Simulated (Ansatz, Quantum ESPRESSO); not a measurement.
**HfO2 (tetragonal): bulk modulus from a few volumes**

How stiff is tetragonal HfO2 under hydrostatic load? Each row relaxes cell and atoms at a set pressure. The symmetry of the cell is held, so distortions that would lower it, which this phase may prefer, aren't tested. The phase is followed to these pressures whether or not it stays the stable one.

Calculated with Quantum ESPRESSO 7.5, PBEsol, GBRV 1.5 ultrasoft potentials, cutoff 680 eV, Fermi–Dirac smearing 0.02 eV, k-mesh 8×8×6, no spin polarisation, no spin-orbit coupling.

Reference cell, relaxed at zero pressure with PBEsol (P4_2/nmc): a = 3.5580 Å, b = 3.5580 Å, c = 5.1403 Å, α = 90.00°, β = 90.00°, γ = 90.00°.

```csv
atom,x,y,z
Hf,0.0000,0.0000,0.0000
Hf,0.5000,0.5000,0.5000
O,0.0000,0.5000,0.2023
O,0.0000,0.5000,0.7023
O,0.5000,0.0000,0.2977
O,0.5000,0.0000,0.7977
```

```
V (Å³/atom)    V/V0  P (GPa)  E − E0 (meV/atom)
    11.0801  1.0216   −4.003                2.5
    10.5955  0.9769    4.998                4.3
    10.3784  0.9569    9.989               14.9
    10.0129  0.9232   19.976               49.4
     9.7118  0.8955   29.920               96.7
```

V0 = 10.8457 Å³ an atom, where the residual pressure P0 is +0.002 GPa. **Question.** Fit the Birch–Murnaghan law and give the pressure and the energy at V = 10.1860 Å³ an atom, a row left out above.

With the Eulerian strain f = ½[(V0/V)^(2/3) − 1] and F = (P − P0)/[3f(1 + 2f)^(5/2)], the third-order law is the line F = B0 + (3/2) B0 (B′ − 4) f.

```csv
f,F (GPa)
0.03820,217.19
0.02735,213.06
0.01490,207.63
0.00784,204.30
−0.00708,195.49
```

A straight line through the 5 rows: the means are 0.01624 for f and 207.53 for F, Σ(Δx)² = 0.001222 and ΣΔxΔy = 0.5813, so the slope is 0.5813/0.001222 = 475.79 and the intercept 207.53 − (475.79)(0.01624) = 199.81.

Hence B0 = 199.8 GPa and B′ = 4 + (475.8)/(1.5 × 199.8) = 5.59. For the withheld volume f = 0.02136, F = 209.97 GPa and P = 14.94 GPa. The run itself gives 14.98 GPa, so the estimate misses by 0.04 GPa; the fitted rows themselves lie up to 0.11 GPa off the law.

Integrating the same law gives E − E0 = (9/2) B0 V0 f²[1 + (B′ − 4) f] + P0(V0 − V), with 1 GPa Å³ = 6.2415 meV: 28.7 meV an atom. The run itself gives 30.2 meV, so the estimate misses by 1.5 meV; the fitted rows themselves lie up to 2.5 meV off the law.

The same fit over all rows at other levels or in other programs gives B0 = 195 GPa with PBEsol (Ansatz) and 195 GPa with PBEsol (Quantum ESPRESSO, PseudoDojo).

[Logs are printed without paths, hosts, clocks, repeated set-up lines and the standing remarks that a program may print on its own settings, such as how far it seeks lower states.]
